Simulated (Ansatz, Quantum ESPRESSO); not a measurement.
# Mode couplings of Ca (Fm-3m) in a second program, part 3 of 4

Each step names its level of theory.

So far, highest frequency, solved or plainly interpolated (cm⁻¹): step 4 (second program, linear response: Fermi–Dirac smearing of …) 165. The relaxed cell has a = 5.524 Å (conventional setting).

### Step 5. Matrix elements on the k mesh: PseudoDojo files, cutoff 925.187 eV, Fermi–Dirac smearing of 0.1 eV

The exported deformation potentials allow the same Gaussian double-delta sums that other programs print.

This step: DFT PBE, scalar-relativistic, plane waves, PseudoDojo norm-conserving pseudopotentials (Ansatz 0.2.0).

Input file input.yaml:

```yaml
crystal:
  lattice:
    - [0.0, 2.7620731901, 2.7620731901]
    - [2.7620731901, 0.0, 2.7620731901]
    - [2.7620731901, 2.7620731901, 0.0]
  atoms:
    - { symbol: Ca, position: [0.0, 0.0, 0.0] }
kpoints:
  mp_grid: { grid: [8, 8, 8] }
hamiltonian:
  xc: pbe
  pseudopotentials: { kind: nc, accuracy: standard }
scf:
  occupations: { method: fermi_dirac, width: 0.1 }
  n_extra_bands: 10
output:
  eigenvalues: true
basis:
  ecutwfc: 925.187
phonons:
  method: dfpt
  qmesh: [2, 2, 2]
  temperatures: { t_max: 1000, t_step: 50 }
  qpath:
    path:
      - [[0.0, 0.0, 0.0], [0.5, 0.0, 0.5], [0.625, 0.25, 0.625]]
      - [[0.375, 0.375, 0.75], [0.0, 0.0, 0.0], [0.5, 0.5, 0.5], [0.5, 0.25, 0.75], [0.5, 0.0, 0.5]]
    npoints: 10
  electron_phonon_deformation_potentials: { window_half_width: 2.5 }
```

Command:

```
ansatz run input.yaml --threads 4 --pin off --max-ram 8192MiB --backend cpu --events-out ev --progress --plain --runs-dir out
```

Numbers of over 12 decimals in the logs are rounded to 6 here.

The program printed:

```text
Warning: basis.ecutwfc = 925.187 eV is below the records' recommended 925.187132 eV, and the density's cutoff is lower with it unless basis.ecutrho_ratio is high enough to keep the records' density cutoff: compare with a run at a higher cutoff
[...]
Crystal: 1 atoms, lattice volume = 42.144 Å³
Basis set: ecut = 925.187 eV, 2733 PW (Γ), exchange–correlation on 80×80×80 points (8 copies of the dense FFT grid, shifted against one another)
Bands: 15, of which v1, the nominal top of the filled ones, is band 5 counted from 1 (4 counted from 0)
Symmetry: 48 space group operations
k-points: 29 of 512
[...]
SCF iter   1: F=—  HF=-1053.431572 eV  |F-HF|=—  |Δ(HF+E_count)|=         —  Δρ=7.23e-3  dr2=1.91e-2  ethr=3.10e-3  ⟨swp⟩=7.1  Hψ=3600  notcnv=0  defer=12
[...]
SCF iter   8: F=-1053.437193 eV  HF=-1053.437193 eV  |F-HF|=3.18e-12  |Δ(HF+E_count)|=  1.60e-10  Δρ=1.66e-7  dr2=7.81e-12  ethr=1.00e-12  ⟨swp⟩=10.2  Hψ=2416  notcnv=0
SCF 1 converged in 8 iterations: F = -1053.437193 eV  dr2 = 7.81e-12
NSCF: frozen V_eff on 29 k-points
WARN: eigensolver did not converge in 4 slots of this pass, the one above among them; of largest residual over every band (k=8): 1 band(s) unlocked (lowest unlocked band 14, counted from 0; max residual 1.60e-2 eV among the unlocked bands, 1.60e-2 eV over every band); of lowest unlocked band (k=7): band 14
[...]
DFPT response loops at q = (0, 0, 0) (fractional): preconditioner auto → Kerker (q_TF=auto, 2.147 Å⁻¹) (partly filled bands, converged f_vac=0.000); β = 1.00, the filter's whole step (`scf.mixing.beta` (0.50) is not read by the response loops under this deck's `scf.mixing.preconditioner`; to damp them name `kerker` or `kerker_dos`, under which they read `scf.mixing.beta`, and type it under 1.00, their step now; both keys bind the ground state too); Anderson in place of MSR1; while a model of the screening serves, it and β = 1 on shorter waves in the place of filter and β
[...]
SCF converged after 8 iterations
Free energy (F): -1053.437193 eV
[...]
Internal energy: -1053.397753 eV  (E = F + TS)
E sigma→0 (E₀):  -1053.417473 eV
Entropy (-TS):   -0.039439 eV (-39.439 meV/atom)
Fermi energy:    4.999533 eV
[...]
--- Band table (eV; the first three rows and the last of 29) ---
  k-point 0: bands = [... 1 lower, -17.9234, -17.9234, -17.9234, 0.9979, 7.3587, 7.3587, 7.3587, 8.4274, ... 6 higher]
  k-point 1: bands = [... 1 lower, -17.9440, -17.9262, -17.9262, 1.2630, 7.0834, 7.4490, 7.4490, 8.3553, ... 6 higher]
  k-point 2: bands = [... 1 lower, -17.9931, -17.9330, -17.9330, 2.0168, 6.4399, 7.4928, 7.4928, 8.4374, ... 6 higher]
  k-point 28: bands = [... 1 lower, -18.0139, -18.0139, -17.9752, 5.2211, 5.7174, 5.7174, 7.5863, 9.2953, ... 6 higher]
--- Phonons (Γ-DFPT): 1 representative perturbation + reference (Σ response iterations 2) ---
  ASR residual: 7.854e-4 → 0.000e0 eV/Å²; symmetrization residual: 2.168e-19 eV/Å²
  ASR residual per site (eV/Å²): 7.85e-4
  Γ frequencies (cm⁻¹): 0.00 0.00 0.00
--- Phonons (arbitrary-q DFPT): 3 irreducible q on the 2×2×2 mesh ---
  q = [0.0000, 0.0000, 0.0000] (star 1, of the zone-centre solve; hermiticity 3.42e-26, symmetrization 6.90e-16): 0.00 0.00 0.00
  q = [0.0000, 0.0000, -0.5000] (star 4, 1 solved perturbation in 125 linear systems a pass and spin channel, the states on 65 of 512 k-point pairs; hermiticity 1.78e-14, symmetrization 3.43e-13): 76.35 76.35 152.25
  q = [0.0000, -0.5000, -0.5000] (star 3, 2 solved perturbations in 118 linear systems a pass and spin channel, the states on 59 of 512 k-point pairs; hermiticity 3.36e-14, symmetrization 2.28e-13): 127.77 127.77 165.06
  sum rule: each row above includes the acoustic sum rule's correction from the zone centre's row sums; it moved no ω² by more than (2.31 cm⁻¹)²
  mesh force constants: q→R imaginary residual 0.00e0; ASR residual 7.854e-4 → 0.000e0 eV/Å²; symmetrization residual 6.085e-16 eV/Å²
  interpolated dispersion: 62 rows × 3 modes
  density of states and harmonic sums: on the 20×20×20 q-mesh, interpolated from the force constants of a 2×2×2 supercell (no non-analytic term)
  largest difference from the sums on the solved wave vectors: F 7.40e-2 eV, S 1.06e-4 and C_V 3.23e-5 eV/K
  zero-point energy: 0.020690 eV/cell   skipped modes (ω ≤ 0): 3   left out of the sums: 1.25e-4 of the cell's modes: C_V's classical limit lies that fraction below 3 k_B per atom; for a crystal, a wire or a layer, F and S can be off by more, and a phonons.interpolated_qmesh denser along its periods is the remedy for the sampling
Electron–phonon deformation potentials of 2 wavevectors written to <dir>
```

It took 19 s on 4 threads of Arm Neoverse N1, shared host; peak memory 1.5 GiB.

This step gave:

```yaml
zero_point_energy: 0.02069 eV/cell
share_of_imaginary_modes_in_the_plain_interpolation_between_solved_wavevectors: 0
highest_frequency_solved_or_plainly_interpolated: 165.1 cm⁻¹
debye_temperature_second_moment: 214 K
```

Allen's double-delta sum on the run's k mesh, delta = exp(-(x/sigma)^2)/(sigma sqrt(pi)); at the zone centre the sum is no linewidth. Double-delta sums:

```
q1    q2    q3  star  mode  omega (meV)  lambda_q, sigma 0.05 eV  lambda_q, sigma 0.1 eV  lambda_q, sigma 0.2 eV  lambda_q, sigma 0.3 eV  lambda_q, sigma 0.4 eV  half width at sigma 0.2 (meV)  <D²> at sigma 0.2 ((eV/Å)²)  nesting at sigma 0.2 (1/eV²)
 0     0  -0.5     4     1        9.466                 0.001154                0.004425                0.004181                 0.01527                 0.03331                        7.28e-4                     0.009956                        0.2233
 0     0  -0.5     4     2        9.466                 0.001154                0.004425                0.004181                 0.01527                 0.03331                        7.28e-4                     0.009956                        0.2233
 0     0  -0.5     4     3        18.88                  0.02769                  0.1062                 0.07637                  0.0807                 0.07568                         0.0529                       0.7231                        0.2233
 0  -0.5  -0.5     3     1        15.84                 0.002997                0.007016                0.005708                0.005378                0.006526                       0.002785                      0.01534                        0.5542
 0  -0.5  -0.5     3     2        15.84                 0.002997                0.007016                0.005708                0.005378                0.006526                       0.002785                      0.01534                        0.5542
 0  -0.5  -0.5     3     3        20.46                 3.03e-12                 1.30e-4                0.009761                 0.02235                 0.02987                       0.007947                      0.04377                        0.5542
```

Mean over the q mesh without its centre; few wavevectors enter, so none of the widths can be taken as converged. Table of coupling constant λ, lambda by Gaussian width:

```
Gaussian width (eV)  coupling constant λ, lambda
              0.050                       0.0197
              0.100                       0.0718
              0.200                       0.0575
              0.300                       0.0777
              0.400                       0.0997
```

Among the solved wavevectors the lowest mode, translations apart, is 76.3 cm⁻¹, so these are real on this k mesh.

### Step 6. Second program, ground state

ph.x needs a tightly converged ground state on the same k mesh; the cell is that of the step before.

This step: DFT PBE, scalar-relativistic, plane waves, PseudoDojo norm-conserving pseudopotentials (Quantum ESPRESSO 7.5).

Input file pw.in:

```
&CONTROL
  calculation = 'scf'
  prefix      = 'x'
  outdir      = './tmp'
  pseudo_dir  = './pseudo'
  tprnfor     = .true.
  tstress     = .true.
/
&SYSTEM
  ibrav       = 0
  nat         = 1
  ntyp        = 1
  ecutwfc     = 68.0
  ecutrho     = 272.0
  occupations = 'smearing'
  smearing    = 'fd'
  degauss     = 0.00734986
  nbnd        = 12
/
&ELECTRONS
  conv_thr    = 1.0d-11
  mixing_beta = 0.5
/
ATOMIC_SPECIES
 Ca     40.0780  Ca.upf
CELL_PARAMETERS angstrom
     0.000000000    2.762073190    2.762073190
     2.762073190    0.000000000    2.762073190
     2.762073190    2.762073190    0.000000000
ATOMIC_POSITIONS crystal
 Ca     0.000000000   0.000000000   0.000000000
K_POINTS automatic
 8 8 8 0 0 0
```

Command:

```
OMP_NUM_THREADS=1 mpirun -n 4 pw.x -nk 4 -in pw.in > pw.x.log
```

The program printed:

```text
[banner, memory and clock lines left out]
Program PWSCF v.7.5

     Message from routine setup:
     using ibrav=0 with symmetry is DISCOURAGED, use correct ibrav instead

     G-vector sticks info

     bravais-lattice index     =            0
     lattice parameter (alat)  =       7.3816  a.u.
     unit-cell volume          =     284.4017 (a.u.)^3
     number of atoms/cell      =            1
     number of atomic types    =            1
     number of electrons       =        10.00
     number of Kohn-Sham states=           12
     kinetic-energy cutoff     =      68.0000  Ry
     charge density cutoff     =     272.0000  Ry
     scf convergence threshold =      1.0E-11
     mixing beta               =       0.5000
     number of iterations used =            8  plain     mixing
     Exchange-correlation= PBE
                           (   1   4   3   4   0   0   0)

     celldm(1)=   7.381575  celldm(2)=   0.000000  celldm(3)=   0.000000
     celldm(4)=   0.000000  celldm(5)=   0.000000  celldm(6)=   0.000000

     crystal axes: (cart. coord. in units of alat)
               a(1) = (   0.000000   0.707107   0.707107 )
               a(2) = (   0.707107   0.000000   0.707107 )
               a(3) = (   0.707107   0.707107   0.000000 )

     reciprocal axes: (cart. coord. in units 2 pi/alat)
               b(1) = ( -0.707107  0.707107  0.707107 )
               b(2) = (  0.707107 -0.707107  0.707107 )
               b(3) = (  0.707107  0.707107 -0.707107 )

     PseudoPot. # 1 for Ca read from file:
     ./pseudo/Ca.upf
     Pseudo is Norm-conserving + core correction, Zval = 10.0
     Using radial grid of 1766 points,  6 beta functions with:
                l(1) =   0
                l(2) =   0
                l(3) =   1
                l(4) =   1
                l(5) =   2
                l(6) =   2

     atomic species   valence    mass     pseudopotential
     Ca               10.00    40.07800     Ca( 1.00)

     48 Sym. Ops., with inversion, found

   Cartesian axes

     site n.     atom                  positions (alat units)
         1        Ca     tau(   1) = (   0.0000000   0.0000000   0.0000000  )

     number of k points=    29  Fermi-Dirac smearing, width (Ry)=  0.0073
                       cart. coord. in units 2pi/alat
        k(    1) = (   0.0000000   0.0000000   0.0000000), wk =   0.0039062
        k(    2) = (   0.0883883   0.0883883  -0.0883883), wk =   0.0312500
        k(    3) = (   0.1767767   0.1767767  -0.1767767), wk =   0.0312500
        k(    4) = (   0.2651650   0.2651650  -0.2651650), wk =   0.0312500
        k(    5) = (  -0.3535534  -0.3535534   0.3535534), wk =   0.0156250
        k(    6) = (   0.1767767   0.0000000   0.0000000), wk =   0.0234375
        k(    7) = (   0.2651650   0.0883883  -0.0883883), wk =   0.0937500
        k(    8) = (   0.3535534   0.1767767  -0.1767767), wk =   0.0937500
        k(    9) = (  -0.2651650  -0.4419417   0.4419417), wk =   0.0937500
        k(   10) = (  -0.1767767  -0.3535534   0.3535534), wk =   0.0937500
        k(   11) = (  -0.0883883  -0.2651650   0.2651650), wk =   0.0937500
        k(   12) = (   0.0000000  -0.1767767   0.1767767), wk =   0.0468750
        k(   13) = (   0.3535534   0.0000000   0.0000000), wk =   0.0234375
        k(   14) = (   0.4419417   0.0883883  -0.0883883), wk =   0.0937500
        k(   15) = (  -0.1767767  -0.5303301   0.5303301), wk =   0.0937500
        k(   16) = (  -0.0883883  -0.4419417   0.4419417), wk =   0.0937500
[...]
k(   22) = (   0.3535534   0.1767767   0.0000000), wk =   0.0937500
        k(   23) = (  -0.2651650  -0.4419417   0.6187184), wk =   0.1875000
        k(   24) = (  -0.1767767  -0.3535534   0.5303301), wk =   0.0937500
        k(   25) = (  -0.1767767  -0.5303301   0.7071068), wk =   0.0937500
        k(   26) = (  -0.0883883  -0.4419417   0.6187184), wk =   0.1875000
        k(   27) = (   0.0000000  -0.3535534   0.5303301), wk =   0.0937500
        k(   28) = (  -0.7071068   0.1767767  -0.0000000), wk =   0.0468750
        k(   29) = (  -0.7071068   0.3535534   0.0000000), wk =   0.0234375

     Dense  grid:    21595 G-vectors     FFT dimensions: (  40,  40,  40)

     Initial potential from superposition of free atoms

     starting charge       9.9951, renormalised to      10.0000
     Starting wfcs are    5 randomized atomic wfcs +    7 random wfcs

     per-process dynamical memory:    20.0 Mb

     Self-consistent Calculation

     iteration #  1     ecut=    68.00 Ry     beta= 0.50
     Davidson diagonalization with overlap
     ethr =  1.00E-02,  avg # of iterations = 10.1

     Threshold (ethr) on eigenvalues was too large:
     Diagonalizing with lowered threshold

     Davidson diagonalization with overlap
     ethr =  1.37E-05,  avg # of iterations =  7.0

     total energy              =     -77.42589080 Ry
     estimated scf accuracy    <       0.00144660 Ry

     iteration #  2     ecut=    68.00 Ry     beta= 0.50
     Davidson diagonalization with overlap
     ethr =  1.45E-05,  avg # of iterations =  1.1

     total energy              =     -77.42608629 Ry
     estimated scf accuracy    <       0.00030750 Ry

     iteration #  3     ecut=    68.00 Ry     beta= 0.50
     Davidson diagonalization with overlap
     ethr =  3.08E-06,  avg # of iterations =  2.2

     total energy              =     -77.42610407 Ry
     estimated scf accuracy    <       0.00001595 Ry

     iteration #  4     ecut=    68.00 Ry     beta= 0.50
     Davidson diagonalization with overlap
     ethr =  1.59E-07,  avg # of iterations =  2.2

     total energy              =     -77.42610504 Ry
     estimated scf accuracy    <       0.00000011 Ry

     iteration #  5     ecut=    68.00 Ry     beta= 0.50
     Davidson diagonalization with overlap
     ethr =  1.06E-09,  avg # of iterations =  2.5

     total energy              =     -77.42610507 Ry
     estimated scf accuracy    <       0.00000004 Ry

     iteration #  6     ecut=    68.00 Ry     beta= 0.50
     Davidson diagonalization with overlap
     ethr =  3.63E-10,  avg # of iterations =  2.0

     total energy              =     -77.42610508 Ry
     estimated scf accuracy    <          2.1E-10 Ry

     iteration #  7     ecut=    68.00 Ry     beta= 0.50
     Davidson diagonalization with overlap
     ethr =  2.13E-12,  avg # of iterations =  3.6

     total energy              =     -77.42610508 Ry
     estimated scf accuracy    <          4.5E-11 Ry

     iteration #  8     ecut=    68.00 Ry     beta= 0.50
     Davidson diagonalization with overlap
     ethr =  4.47E-13,  avg # of iterations =  2.1

     End of self-consistent calculation

          k = 0.0000 0.0000 0.0000 (  2733 PWs)   bands (ev):

   -37.0128 -17.9233 -17.9233 -17.9233   0.9981   7.3588   7.3588   7.3588
     8.4275   8.4275  14.1156  16.1252

          k = 0.0884 0.0884-0.0884 (  2698 PWs)   bands (ev):

   -37.0108 -17.9438 -17.9261 -17.9261   1.2632   7.0836   7.4492   7.4492
     8.3554   8.3554  14.2547  14.7080

          k = 0.1768 0.1768-0.1768 (  2695 PWs)   bands (ev):

   -37.0060 -17.9929 -17.9329 -17.9329   2.0170   6.4401   7.4929   7.4929
     8.4375   8.4375  12.4176  14.5751

          k = 0.2652 0.2652-0.2652 (  2704 PWs)   bands (ev):

   -37.0012 -18.0415 -17.9397 -17.9397   3.1180   5.6170   7.3310   7.3310
     8.8617   8.8617  10.8484  13.9236

          k =-0.3536-0.3536 0.3536 (  2692 PWs)   bands (ev):

   -36.9992 -18.0614 -17.9425 -17.9425   4.0393   4.8585   7.2444   7.2444
     9.1117   9.1117  10.2319  13.6168

          k = 0.1768 0.0000 0.0000 (  2701 PWs)   bands (ev):

   -37.0102 -17.9432 -17.9307 -17.9307   1.3507   7.0161   7.5003   7.5003
     8.0815   8.5189  14.5444  15.1959

          k = 0.2652 0.0884-0.0884 (  2702 PWs)   bands (ev):

   -37.0063 -17.9795 -17.9388 -17.9367   1.9401   6.5667   7.4581   7.6252
     8.0222   8.6356  13.1991  14.7954

          k = 0.3536 0.1768-0.1768 (  2694 PWs)   bands (ev):

   -37.0015 -18.0255 -17.9459 -17.9455   2.9327   5.9053   7.1212   7.5461
     8.5522   8.9573  11.3026  14.2393

          k =-0.2652-0.4419 0.4419 (  2700 PWs)   bands (ev):

   -36.9986 -18.0528 -17.9546 -17.9471   4.0740   5.0523   6.9711   7.4189
     9.1213   9.1268  10.1940  13.6896

          k =-0.1768-0.3536 0.3536 (  2690 PWs)   bands (ev):

   -36.9992 -18.0463 -17.9574 -17.9425   3.7103   5.3695   6.9763   7.4350
     8.7928   9.2642  10.4754  13.4959

          k =-0.0884-0.2652 0.2652 (  2689 PWs)   bands (ev):

   -37.0031 -18.0104 -17.9516 -17.9345   2.5685   6.1825   7.1594   7.6243
     8.2266   8.9304  11.8961  13.7155

          k = 0.0000-0.1768 0.1768 (  2705 PWs)   bands (ev):

   -37.0079 -17.9679 -17.9388 -17.9277   1.6915   6.7534   7.4088   7.6406
     8.0630   8.5495  13.6450  14.1788

          k = 0.3536 0.0000 0.0000 (  2682 PWs)   bands (ev):

   -37.0038 -17.9901 -17.9486 -17.9486   2.3405   6.3415   7.2447   7.9422
     7.9422   8.7498  13.7861  13.7861

          k = 0.4419 0.0884-0.0884 (  2706 PWs)   bands (ev):

   -36.9999 -18.0194 -17.9606 -17.9567   3.1511   5.9811   6.7356   8.0604
     8.4521   9.0021  11.8824  13.1074

          k =-0.1768-0.5303 0.5303 (  2692 PWs)   bands (ev):

   -36.9970 -18.0377 -17.9782 -17.9582   4.2176   5.4453   6.4335   7.9196
     9.1661   9.1751  10.1821  12.6167

          k =-0.0884-0.4419 0.4419 (  2693 PWs)   bands (ev):

   -36.9967 -18.0339 -17.9917 -17.9524   4.5777   5.3018   6.2794   7.8024
     8.8282   9.3690  10.3446  11.8925

          k = 0.0000-0.3536 0.3536 (  2700 PWs)   bands (ev):

[...]
k = 0.5303-0.0000 0.0000 (  2694 PWs)   bands (ev):

[...]
k =-0.0884-0.6187 0.6187 (  2691 PWs)   bands (ev):

[...]
k = 0.0000-0.5303 0.5303 (  2686 PWs)   bands (ev):

[...]
k =-0.7071 0.0000 0.0000 (  2698 PWs)   bands (ev):

[...]
k = 0.3536 0.1768 0.0000 (  2690 PWs)   bands (ev):

   -37.0025 -18.0050 -17.9582 -17.9415   2.6494   6.2278   6.9924   7.9135
     8.0446   8.9614  12.4449  13.0967

          k =-0.2652-0.4419 0.6187 (  2693 PWs)   bands (ev):

   -36.9986 -18.0312 -17.9735 -17.9496   3.6912   5.7263   6.5817   7.7549
     8.6045   9.3426  10.8299  12.6075

          k =-0.1768-0.3536 0.5303 (  2680 PWs)   bands (ev):

   -36.9970 -18.0424 -17.9783 -17.9539   4.7018   4.9430   6.5234   7.6588
     8.9516   9.5125   9.9753  12.7569

          k =-0.1768-0.5303 0.7071 (  2707 PWs)   bands (ev):

   -36.9970 -18.0326 -17.9776 -17.9636   3.9759   5.7874   6.2728   8.2434
     8.7215   9.3446  11.1166  11.7032

          k =-0.0884-0.4419 0.6187 (  2696 PWs)   bands (ev):

   -36.9954 -18.0297 -17.9978 -17.9667   4.9010   5.4550   6.0119   7.9353
     9.0317   9.8061   9.9507  11.4333

          k = 0.0000-0.3536 0.5303 (  2689 PWs)   bands (ev):

   -36.9961 -18.0223 -18.0043 -17.9597   4.6387   5.7944   5.8364   7.8515
     8.8273   9.4619  10.9290  10.9342

          k =-0.7071 0.1768-0.0000 (  2696 PWs)   bands (ev):

   -36.9948 -18.0418 -17.9856 -17.9745   4.8406   5.6223   5.8870   8.3796
     9.2944   9.5854  10.3931  10.8416

          k =-0.7071 0.3536 0.0000 (  2720 PWs)   bands (ev):

   -36.9948 -18.0138 -18.0138 -17.9751   5.2213   5.7176   5.7176   7.5865
     9.2954  10.2386  10.2386  10.2930

     the Fermi energy is     4.9997 ev

!    total energy              =     -77.42610508 Ry
     estimated scf accuracy    <          9.3E-12 Ry
     smearing contrib. (-TS)   =      -0.00289874 Ry
     internal energy E=F+TS    =     -77.42320633 Ry

     The total energy is F=E-TS. E is the sum of the following terms:
     one-electron contribution =     -38.77798164 Ry
     hartree contribution      =      19.85664087 Ry
     xc contribution           =     -14.58187580 Ry
     ewald contribution        =     -43.91998977 Ry

     convergence has been achieved in   8 iterations

     Forces acting on atoms (cartesian axes, Ry/au):

     atom    1 type  1   force =     0.00000000    0.00000000    0.00000000

     Total force =     0.000000     Total SCF correction =     0.000000

     Computing stress (Cartesian axis) and pressure

          total   stress  (Ry/bohr**3)                   (kbar)     P=        0.15
   0.00000100   0.00000000   0.00000000            0.15        0.00        0.00
   0.00000000   0.00000100   0.00000000            0.00        0.15        0.00
   0.00000000   0.00000000   0.00000100            0.00        0.00        0.15

     XML data file, charge density, pseudopotentials, collected wavefunctions
```

Wall time 8.7 s (4 MPI ranks); 34 s of CPU time.

Numbers from this step:

| Quantity | Value |
| --- | --- |
| pressure | 0.015 GPa |

With these potentials, mesh and smearing the cell is at 0.015 GPa.

[end of part 3 of 4]

[Logs are printed without paths, hosts, clocks, repeated set-up lines and the standing remarks that a program may print on its own settings, such as how far it seeks lower states.]

[Hosts, paths, dates, database ids (printed as entryN), source tags and the programs' standing remarks are cut or masked in the printed files.]
